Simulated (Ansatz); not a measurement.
The compound is RuF2 (1T sheet).

The cell holds 3 atoms: 1 Ru and 2 F. Cell: a = 3.179 Å, b = 3.179 Å, c = 28.981 Å, α = 90.0°, β = 90.0°, γ = 120.0°. Vacuum lies along c.

```xyz
3
Lattice="0.0000 2.2480 2.2480 2.2480 -2.2480 0.0000 16.7324 16.7324 -16.7324" Properties=species:S:1:pos:R:3
Ru    5.3667    5.3667   -5.3667
F     7.4101    5.1621   -5.1621
F     5.5712    5.5712   -3.3232
```

The structure was relaxed with LDA. The structure was generated from a model, not taken from a measurement. The runs that relaxed it are not among those shown. The program's search for lower electronic states was switched off, so nothing shows that the state found is the lowest. PAW set soft_2, made with PBE.

A constrained-RPA run (Ansatz 0.2.0; non-magnetic LDA; Ru t2g, bands v3 to v1, 6×6×1 mesh, medium accuracy) builds 3 functions on bands 1.2 eV wide, with 6.0 electrons in the window. The bare on-site interaction is 14.7 eV and the bare J 0.57 eV.

Q: What U and J survive the screening?

On the Ru t2g shell, U = 4.67 eV (32 % of the bare value), U′ = 3.82 eV, J = 0.39 eV.

The parent state is non-magnetic and the interaction static (zero frequency); U depends on the window and the orbitals, so it belongs to this model alone.

[Paths, hosts, dates, memory and timing lines, banners, echoed tables and standing remarks are left out of the program output.]

[Logs are printed without paths, hosts, clocks, repeated set-up lines and the standing remarks that a program may print on its own settings, such as how far it seeks lower states.]

[Runs of the session that timed out or met a known fault of the program may be left out.]

[Hosts, paths, dates, database ids (printed as entryN), source tags and the programs' standing remarks are cut or masked in the printed files.]
